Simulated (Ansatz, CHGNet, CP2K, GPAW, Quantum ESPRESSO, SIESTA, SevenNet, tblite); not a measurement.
**GPAW on random packing of B86H14 (at. %) (90 atoms): settings against a plane-wave reference**

How do the settings of GPAW change the result for random packing of B86H14 (at. %) (90 atoms)? A plane-wave run serves as the yardstick.

Method: the method is named at each step, in GPAW 26.7.0.

**1. The starting structure**

The cell holds 90 atoms: 77 B and 13 H. Cell: a = 8.907 Å, b = 8.907 Å, c = 8.907 Å, α = 90.0°, β = 90.0°, γ = 90.0°. 90 atoms (77 B, 13 H) packed at random in a cube at 1.99 g/cm³ and pushed apart as soft spheres; a start for melting by ab initio MD, not an equilibrated structure. Then every atom was moved at random, 0.02 Å r.m.s. a Cartesian component (hydrogen 0.6 of that).

The yardstick, on the same geometry:

```
method                 : Kohn-Sham DFT, PBE, SSSP efficiency 1.3.0 pseudopotentials, plane waves (Quantum ESPRESSO 7.5); sssp-pbe-1.3.0-efficiency, cutoffs 45/360 Ry, Γ point
r.m.s. force component : 1.08 eV/Å
longest force          : 4.062 eV/Å
pressure               : -14.72 GPa
time                   : 53 s on 2 MPI ranks of Arm Neoverse V1, shared host
CPU time               : 1.8 min
```

**2. PBE, LCAO dzp, h 0.2 Å**

Method: Kohn-Sham DFT, PBE, PAW, atomic orbitals (dzp).

Input file run.py:

```python
import numpy as np
from ase.io import read
from gpaw import GPAW, FermiDirac

atoms = read("structure.xyz")
atoms.calc = GPAW(
    mode="lcao",
    basis="dzp",
    h=0.2,
    xc="PBE",
    kpts={"size": (1, 1, 1), "gamma": True},
    occupations=FermiDirac(0.05),
    maxiter=200,
    symmetry={"point_group": False},
    txt="gpaw.txt",
)
energy = atoms.get_potential_energy(force_consistent=True)
forces = atoms.get_forces()
print(f"energy {energy:.6f} eV")
print("forces (eV/A)")
for i, (a, f) in enumerate(zip(atoms, forces)):
    print(f"{i:4d} {a.symbol:2s} {f[0]:10.5f} {f[1]:10.5f} {f[2]:10.5f}")
print(f"Fermi level {atoms.calc.get_fermi_level():.4f} eV")
for k in range(len(atoms.calc.get_ibz_k_points())):
    for s in range(atoms.calc.get_number_of_spins()):
        e = atoms.calc.get_eigenvalues(kpt=k, spin=s)
        n = np.searchsorted(e, atoms.calc.get_fermi_level())
        print(f"k {k} spin {s} levels about the Fermi level:", np.round(e[max(n - 6, 0):n], 4).tolist(), "|", np.round(e[n:n + 6], 4).tolist())
```

Input file structure.xyz:

```xyz
90
Lattice="8.90670 0.00000 0.00000 0.00000 8.90670 0.00000 0.00000 0.00000 8.90670" Properties=species:S:1:pos:R:3 pbc="T T T"
B 7.78775 0.82672 2.86689
B 6.16272 1.72398 4.08283
B 5.98797 7.62503 1.78838
B 0.01496 3.16927 0.66765
B 6.39082 3.71739 2.79697
B 8.56361 0.32305 8.24297
B 5.55457 3.87441 0.42191
B 6.67245 3.82311 5.94602
B 8.10813 7.65433 0.02850
B 7.07459 3.12625 4.32242
B 8.66898 3.96651 5.02436
B 6.42342 1.26644 0.30016
B 5.80138 1.36130 1.79114
B 6.07544 7.73191 5.60205
B 1.54273 2.73658 6.25473
B 1.80218 1.63714 8.20102
B 7.02480 1.13391 7.33039
B 6.08942 6.51792 3.48564
B 4.13262 4.41149 1.55680
B 6.58855 5.08394 8.69739
B 0.21759 2.91240 7.63260
B 3.07718 6.49779 2.32990
B 1.07958 0.46725 7.39292
B 7.76940 8.06858 6.71841
B 3.36566 5.63580 4.89815
B 2.02636 0.66177 1.19519
B 6.20503 8.33997 3.64560
B 6.87882 7.31365 7.92358
B 7.64462 6.20583 4.06911
B 4.31663 6.57573 3.88136
B 6.18597 3.06471 7.75836
B 5.39025 5.09410 4.50572
B 8.39234 5.52011 0.78459
B 1.31294 5.73449 8.19114
B 7.75827 7.83300 4.98579
B 4.51881 3.63669 4.16575
B 5.34651 8.81790 8.81434
B 1.19608 3.93079 2.04525
B 2.07410 0.21287 3.08118
B 8.85789 5.58931 5.77697
B 6.97065 3.04859 0.90385
B 7.25308 0.30826 5.72915
B 5.35934 0.87010 7.13756
B 7.35800 5.34420 5.39782
B 8.65099 7.79354 1.65700
B 1.38223 4.57662 4.67673
B 2.88283 5.34259 0.52995
B 1.87050 3.24872 0.76820
B 1.39532 7.25834 4.36348
B 4.14179 8.65054 4.75164
B 0.54019 5.71534 2.46751
B 4.41648 7.38855 7.88884
B 5.29494 5.51307 6.64404
B 6.92104 1.98138 5.87361
B 4.04035 3.39595 6.29027
B 2.30185 6.45005 6.57243
[... 30 atom lines left out ...]
H 5.40494 5.16384 2.64244
H 2.89486 8.17599 1.49321
H 7.83273 5.82471 7.01759
H 3.72407 4.95017 3.50176
```

The run is started by

```
OMP_NUM_THREADS=1 python run.py > output.txt
```

Output:

```text
energy -421.354033 eV
forces (eV/A)
   0 B    -0.62964   -0.64944    0.64285
   1 B     0.74193   -1.07548   -0.07049
   2 B    -0.62659   -0.21400    0.72913
   3 B    -0.14763    0.67753   -0.63014
   4 B    -0.36133   -0.81956   -0.74127
   5 B    -1.58404   -0.23204   -0.56798
   6 B    -1.83021    0.78024   -0.70069
   7 B    -0.81317    0.48784    0.74366
   8 B     1.23843    0.39297    2.23111
   9 B     1.74067    0.83517    0.20016
  10 B    -0.00890   -1.88435   -1.82152
  11 B    -0.16612    1.26063   -1.18072
  12 B    -1.18049    0.15945    1.78118
  13 B    -0.33208   -0.11077   -0.05363
  14 B    -0.55453   -0.53826    0.24898
  15 B     0.89952    1.90905    1.79492
  16 B     0.63884   -0.64234    1.16827
  17 B    -0.83316    0.48704   -2.46621
  18 B     0.63584    0.73883   -1.70170
  19 B     2.12789    1.13456   -0.12164
  20 B     0.23521   -0.33987    0.10092
  21 B     1.15907   -0.60754   -0.45714
  22 B     1.97462   -0.54534   -1.76580
  23 B    -1.06854   -1.16854    1.08516
[...]
82 H    -0.43452   -1.10438    0.48324
  83 H    -0.42232    0.76276    0.47570
  84 H     0.29939    1.50460   -0.01636
  85 H     0.74772   -0.26765   -0.61078
  86 H     0.59438   -1.42280   -1.06296
  87 H    -0.55245   -0.40754    0.65860
  88 H     0.36971   -0.25022   -1.39534
  89 H    -0.22395   -0.56262   -0.34894
Fermi level 7.0742 eV
k 0 spin 0 levels about the Fermi level: [6.7677, 6.8806, 6.9361, 7.0089, 7.0558, 7.0606] | [7.2079, 7.2112, 7.3025, 7.3973, 7.4439, 7.5524]
```

gpaw.txt:

```text
Input parameters:
  mode=LCAO(),
  basis={'default': 'dzp'},
  h=0.2,
  kpts=MonkhorstPack(size=(1, 1, 1), gamma=True),
  maxiter=200,
  occupations=Occupations(name='fermi-dirac', width=0.05, fixmagmom=False),
  symmetry=Symmetry(point_group=False),
  xc=XC(name='PBE')
Unit cell  # Å
| periodic |        x |        y |        z |  lengths |    angles |
|----------|----------|----------|----------|----------|-----------|
|      yes | 8.906700 | 0.000000 | 0.000000 | 8.906700 | 90.000000 |
|      yes | 0.000000 | 8.906700 | 0.000000 | 8.906700 | 90.000000 |
|      yes | 0.000000 | 0.000000 | 8.906700 | 8.906700 | 90.000000 |
Number of symmetries: 1
Symmetry operations  # r_c * U_cc + t_c -> r_c
|   | kind |            matrix            |
|---|------|------------------------------|
| 0 |  E   |  1, 0, 0,  0, 1, 0,  0, 0, 1 |
BZ-sampling:
  Number of BZ points: 1
  Number of IBZ points: 1
  Monkhorst-Pack size: [1, 1, 1]
  Monkhorst-Pack shift: [0, 0, 0]
[... lines left out ...]
  Fermi-Dirac:
[... lines left out ...]
    Stencil: 6*3+1=19 point O(h^6) finite-difference Laplacian
xc functional:
  name: PBE with 2 nearest neighbor stencil
interpolation: tri-quintic # 5. degree polynomial
Initialization done in: 9.570 s
convergence criteria:
- Maximum [total energy] change in last 3 cyles: 0.0005 eV / valence electron
- Maximum integral of absolute [dens]ity change: 0.0001 electrons / valence electron
- Maximum integral of absolute [eigenst]ate change: 4e-08 eV^2 / valence electron
maximum number of iterations: 200
SCF iterations
|iter     |      energy | eigst |  dens |
|---------|-------------|-------|-------|
|iter:   1| -435.617587 |      c|       |
|iter:   2| -430.215655 |      c| -0.86 |
|iter:   3| -431.652889 |      c| -0.92 |
|iter:   4| -424.405327 |      c| -1.01 |
[...]
|iter:   8| -421.311902 |      c| -1.76 |
|iter:   9| -421.248580 |      c| -1.98 |
|iter:  10| -421.252186c|      c| -2.24 |
|iter:  11| -421.218897c|      c| -2.26 |
|iter:  12| -421.220945c|      c| -2.72 |
[...]
|iter:  17| -421.215610c|      c| -3.82 |
|iter:  18| -421.215594c|      c| -3.79 |
|iter:  19| -421.215621c|      c| -4.05c|
Converged in 19 steps
SCF loop duration: 450.459 s (23.708 s/step)
Energy contributions relative to reference atoms: (reference = -51713.068786)
Energy contributions:
  Kinetic:         145.653431
  Coulomb:         -86.516062
  Zero:              1.837033
  External:          0.000000
  Xc:             -482.051611
  Entropy:          -0.276824
  Spinorbit:         0.000000
  ----------------------------
  Free energy:    -421.354033
  Extrapolated:   -421.215621
dipole moment: (19.936408, -17.816199, -13.416125)  # |e|*Ang
Fermi level: 7.074
Eigenvalues  # (at kpt = [0.000, 0.000, 0.000])
| band index |      eig [eV] | occ [0-2] |
|------------|---------------|-----------|
|          0 |        -8.780 |     2.000 |
|        ... |               |           |
|        115 |         6.639 |     2.000 |
|        116 |         6.694 |     1.999 |
[...]
|        130 |         7.684 |     0.000 |
|        ... |               |           |
|        150 |         9.266 |     0.000 |
Gap: 0.147 eV
Transition (v -> c):
  (s=0, k=0, n=122, [0.00, 0.00, 0.00]) -> (s=0, k=0, n=123, [0.00, 0.00, 0.00])
No difference between direct/indirect transitions
Force computation time: 59.917  # s
timing:  # [seconds]
  Total:  519.986  # ━━━━━━━━━━━━━━━━━━━━━━━━━━━━━━━━━━━━━━━━━━━━━━━━━━━━━━━━
  Init:     9.570  # ━
  SCF:    450.459  # ━━━━━━━━━━━━━━━━━━━━━━━━━━━━━━━━━━━━━━━━━━━━━━━━╸
  Forces:  59.917  # ━━━━━━╸
```

Run time: 8.7 min. Hardware: 1 thread of Arm Neoverse V1, shared host; peak memory 0.93 GiB.

Banners, paths, timers and routine set-up lines are dropped from the logs unmarked, and long logs keep their key lines alone; longer cuts are marked.

Against the reference:

| Item | Value |
| --- | --- |
| r.m.s. force component | 1.152 eV/Å |
| r.m.s. difference of force components | 144.2 meV/Å |
| longest difference of force vectors | 480.9 meV/Å |
| force difference over r.m.s. force | 13.36 % |
| slope of forces against the reference's | 1.06 |
| correlation of force components | 0.9938 |

Length of the force difference by element (eV/Å):

```
element  atoms   mean   most
      B     77   0.24   0.48
      H     13  0.032  0.058
```

The surroundings of B44, which bears the longest force, nearest first, numbered as they follow in the input and with coordinates relative to it.

```
atom      x      y      z  distance (Å)     Fx     Fy  Fz (eV/Å)
 B44   0.00   0.00   0.00          0.00  -2.48  -3.15       1.82
 B40   1.50   0.25   0.38          1.57   1.69   0.55       1.59
 B29   0.29   0.86  -1.33          1.61   0.82   2.85      -0.96
 H89   0.47   0.48   1.62          1.75   0.37  -0.25      -1.40
  B8  -0.69  -1.52   0.55          1.76  -0.81   0.49       0.74
 B11   1.31  -1.38  -0.37          1.94  -0.01  -1.88      -1.82
 B32  -1.97  -0.25  -0.89          2.17  -0.44   0.62       1.28
 B53  -2.06   0.17   1.25          2.42  -0.01   0.06      -1.38
 B10  -0.28  -2.22  -1.08          2.48   1.74   0.84       0.20
 B59   0.45  -1.47   2.01          2.53  -1.79   0.84       0.61
 B35   0.40   2.49  -0.41          2.55  -0.29  -0.59      -1.78
 B18  -1.27   1.17  -1.91          2.58  -0.83   0.49      -2.47
```

Atoms are counted from 1 here, from 0 in the log.

Forces lie 13 % from the reference's, at 4.9 times its CPU time (on 1 against 2 cores).

The difference per atom is largest on B (0.24 eV/Å on average, against 0.032 on H).

**3. PBE, LCAO dzp, h 0.2 Å, other mixer settings**

Method: Kohn-Sham DFT, PBE, PAW, atomic orbitals (dzp).

Edit run.py of step 2 so:

```diff
@@ -2,3 +2,4 @@
 from ase.io import read
-from gpaw import GPAW, FermiDirac
+from gpaw import GPAW, FermiDirac, Mixer
+from ase.parallel import parprint as print
 
@@ -12,2 +13,3 @@
     occupations=FermiDirac(0.05),
+    mixer=Mixer(0.03, 7, 100),
     maxiter=200,
```

structure.xyz is that of step 2.

The run is started by

```
OMP_NUM_THREADS=1 mpirun -np 2 gpaw python run.py > output.txt
```

Output:

```text
energy -421.354027 eV
forces (eV/A)
   0 B    -0.63251   -0.65342    0.64273
   1 B     0.73973   -1.07519   -0.07127
   2 B    -0.63205   -0.21422    0.73020
   3 B    -0.14890    0.67025   -0.63094
   4 B    -0.35902   -0.82022   -0.73628
   5 B    -1.58485   -0.23009   -0.56737
[...]
87 H    -0.55230   -0.40764    0.65903
  88 H     0.36960   -0.25055   -1.39536
  89 H    -0.22412   -0.56245   -0.34883
Fermi level 7.0742 eV
k 0 spin 0 levels about the Fermi level: [6.7679, 6.8808, 6.9361, 7.009, 7.0558, 7.0607] | [7.2079, 7.2112, 7.3026, 7.3975, 7.444, 7.5525]
```

gpaw.txt:

```text
Input parameters:
  mode=LCAO(),
  basis={'default': 'dzp'},
  h=0.2,
  kpts=MonkhorstPack(size=(1, 1, 1), gamma=True),
  maxiter=200,
[... lines left out ...]
  occupations=Occupations(name='fermi-dirac', width=0.05, fixmagmom=False),
[... lines left out ...]
  Fermi-Dirac:
[... lines left out ...]
convergence criteria:
- Maximum [total energy] change in last 3 cyles: 0.0005 eV / valence electron
[... lines left out ...]
Converged in 28 steps
[... lines left out ...]
  Free energy:    -421.354027
[... lines left out ...]
Fermi level: 7.074
[... lines left out ...]
|        ... |               |           |
|        115 |         6.639 |     2.000 |
|        116 |         6.694 |     1.999 |
[...]
|        130 |         7.684 |     0.000 |
|        ... |               |           |
|        150 |         9.266 |     0.000 |
Gap: 0.147 eV
Transition (v -> c):
  (s=0, k=0, n=122, [0.00, 0.00, 0.00]) -> (s=0, k=0, n=123, [0.00, 0.00, 0.00])
No difference between direct/indirect transitions
Force computation time: 34.559  # s
```

Run time: 6.7 min. Hardware: 2 MPI ranks; peak memory 1.2 GiB; 13 min of CPU time.

Against the reference:

```yaml
r_m_s_force_component: 1.152 eV/Å
r_m_s_difference_of_force_components: 143.2 meV/Å
longest_difference_of_force_vectors: 481 meV/Å
force_difference_over_r_m_s_force: 13.26 %
slope_of_forces_against_the_reference_s: 1.06
correlation_of_force_components: 0.9939
energy_less_the_same_level_run_s: 0.0001 meV/atom
r_m_s_force_difference_from_the_same_level_run: 2.252 meV/Å
```

Against the first run (13 %), the force difference from the reference is 13 %, at 1.5 times the CPU time (on 2 against 1 cores) (28 SCF steps against 19): another solver or mixer reaches the same state.

The difference per atom is largest on B (0.24 eV/Å on average, against 0.032 on H).

**4. PBE, LCAO szp(dzp), h 0.2 Å**

Method: Kohn-Sham DFT, PBE, PAW, atomic orbitals (szp(dzp)).

Edit run.py of step 3 so:

```diff
@@ -2,4 +2,3 @@
 from ase.io import read
-from gpaw import GPAW, FermiDirac, Mixer
-from ase.parallel import parprint as print
+from gpaw import GPAW, FermiDirac
 
@@ -8,3 +7,3 @@
     mode="lcao",
-    basis="dzp",
+    basis="szp(dzp)",
     h=0.2,
@@ -13,3 +12,2 @@
     occupations=FermiDirac(0.05),
-    mixer=Mixer(0.03, 7, 100),
     maxiter=200,
```

structure.xyz is that of step 3.

The run is started by

```
OMP_NUM_THREADS=1 python run.py > output.txt
```

Output:

```text
energy -399.374068 eV
forces (eV/A)
   0 B    -0.77442   -0.51077    0.97140
   1 B     0.63729   -1.23615   -0.32062
   2 B    -0.55715   -0.32746    0.50237
   3 B    -0.14335    0.95869   -0.63190
   4 B    -0.36894   -0.67558   -0.96772
   5 B    -1.63961   -0.09026   -0.43793
   6 B    -2.07060    0.69902   -0.51522
   7 B    -1.10309    0.47525    0.75743
   8 B     1.24274    0.26489    2.25866
   9 B     1.99486    0.88342    0.16742
  10 B    -0.06283   -1.92886   -1.75721
  11 B    -0.22512    1.36922   -1.44062
[...]
85 H     0.84772   -0.42061   -0.81114
  86 H     0.52761   -1.40866   -1.26649
  87 H    -0.10800   -0.30337    0.59510
  88 H     0.38555   -0.13347   -1.14637
  89 H    -0.35723   -0.63574   -0.55963
Fermi level 6.9504 eV
k 0 spin 0 levels about the Fermi level: [6.6374, 6.7479, 6.8131, 6.8897, 6.9261, 6.943] | [7.0772, 7.0837, 7.1666, 7.2786, 7.3266, 7.4623]
```

gpaw.txt:

```text
Input parameters:
  mode=LCAO(),
  basis={'default': 'szp(dzp)'},
  h=0.2,
  kpts=MonkhorstPack(size=(1, 1, 1), gamma=True),
  maxiter=200,
  occupations=Occupations(name='fermi-dirac', width=0.05, fixmagmom=False),
  symmetry=Symmetry(point_group=False),
  xc=XC(name='PBE')
[... lines left out ...]
  Fermi-Dirac:
[... lines left out ...]
convergence criteria:
- Maximum [total energy] change in last 3 cyles: 0.0005 eV / valence electron
[... lines left out ...]
Converged in 19 steps
[... lines left out ...]
  Free energy:    -399.374068
[... lines left out ...]
Fermi level: 6.950
[... lines left out ...]
|          0 |        -8.850 |     2.000 |
|        ... |               |           |
|        115 |         6.510 |     2.000 |
|        116 |         6.570 |     1.999 |
[...]
|        130 |         7.561 |     0.000 |
|        ... |               |           |
|        150 |         9.170 |     0.000 |
Gap: 0.134 eV
Transition (v -> c):
  (s=0, k=0, n=122, [0.00, 0.00, 0.00]) -> (s=0, k=0, n=123, [0.00, 0.00, 0.00])
No difference between direct/indirect transitions
Force computation time: 46.303  # s
timing:  # [seconds]
  Total:  391.240  # ━━━━━━━━━━━━━━━━━━━━━━━━━━━━━━━━━━━━━━━━━━━━━━━━━━━━━━━━
  Init:     7.819  # ━
  SCF:    337.077  # ━━━━━━━━━━━━━━━━━━━━━━━━━━━━━━━━━━━━━━━━━━━━━━━━
  Forces:  46.303  # ━━━━━━╸
```

It took 6.5 min on 1 thread; peak memory 0.88 GiB.

Against the reference:

| Item | Value |
| --- | --- |
| r.m.s. force component | 1.199 eV/Å |
| r.m.s. difference of force components | 310.7 meV/Å |
| longest difference of force vectors | 1021 meV/Å |
| force difference over r.m.s. force | 28.78 % |
| slope of forces against the reference's | 1.076 |
| correlation of force components | 0.9683 |

This is a coarse setting, run to see what it loses.

Against the first run (13 %), the force difference from the reference is 29 %, at 0.75 times the CPU time, with 745 basis functions against 1066: the smaller basis costs accuracy.

**5. Side by side**

Differences are against the plane-wave reference, forces as r.m.s. over components; share is that over the reference's r.m.s. force, slope the least-squares factor from reference forces to these. Total energies of different programs have different zeros and aren't compared.

```
                                              run  Δ force, r.m.s. (meV/Å)  share (%)  slope  cores  CPU time  memory (GiB)
                                        reference                        -          -      -      2   1.8 min           1.4
                      GPAW PBE, LCAO dzp, h 0.2 Å                      144       13.4  1.060      1   8.7 min          0.93
GPAW PBE, LCAO dzp, h 0.2 Å, other mixer settings                      143       13.3  1.060      2    13 min           1.2
        GPAW PBE, LCAO szp(dzp), h 0.2 Å (coarse)                      311       28.8  1.076      1   6.5 min          0.88
```

Rows marked coarse were listed beforehand as settings not expected to be converged; some can still land near the reference.

CPU time is summed over cores on a shared host, where runs went side by side, so it is rough. Symmetry, cutoffs, thresholds, outputs and thread counts weren't matched or tuned between programs; memory under MPI is the largest rank's times the ranks.

Within one program, basis, potentials and functional, energies share a zero. Each run against its twin at the usual cutoff or grid and solver:

```
                                              run               twin  Δ energy (meV/atom)  Δ force, r.m.s. (meV/Å)        CPU time over the twin's
GPAW PBE, LCAO dzp, h 0.2 Å, other mixer settings  LCAO dzp, h 0.2 Å               1.0e-4                     2.25  1.5 (this twin ran on 1 cores)
```

**6. Outcome**

| Property | Result |
| --- | --- |
| nearest in forces | a tie at 13 % of 2 runs: GPAW PBE, LCAO dzp, h 0.2 Å; GPAW PBE, LCAO dzp, h 0.2 Å, other mixer settings |

In words: The PBE runs in local orbitals, coarse settings apart, differ by 13 % in each run; basis, grid and potentials can all enter. Runs with settings chosen to be coarse differ by 29 % (GPAW PBE, LCAO szp(dzp), h 0.2 Å), their programs' other errors included. None of the electronic-structure runs in the table takes under half the reference's CPU time of 1.8 min; they take 3.7 to 7.5 times as much. The reference's pressure of -15 GPa belongs to a cell and atoms that aren't relaxed at this level. The electronic-structure runs sample only Γ, in a cell whose shortest periodic width is 9 Å, which is coarse for a cell with partly filled levels.

[Also dropped from logs without a mark: logging warnings of Python, and SIESTA's first energy breakdown and zero terms.]

[Logs are printed without paths, hosts, clocks, repeated set-up lines and the standing remarks that a program may print on its own settings, such as how far it seeks lower states.]

[Hosts, paths, dates, database ids (printed as entryN), source tags and the programs' standing remarks are cut or masked in the printed files.]
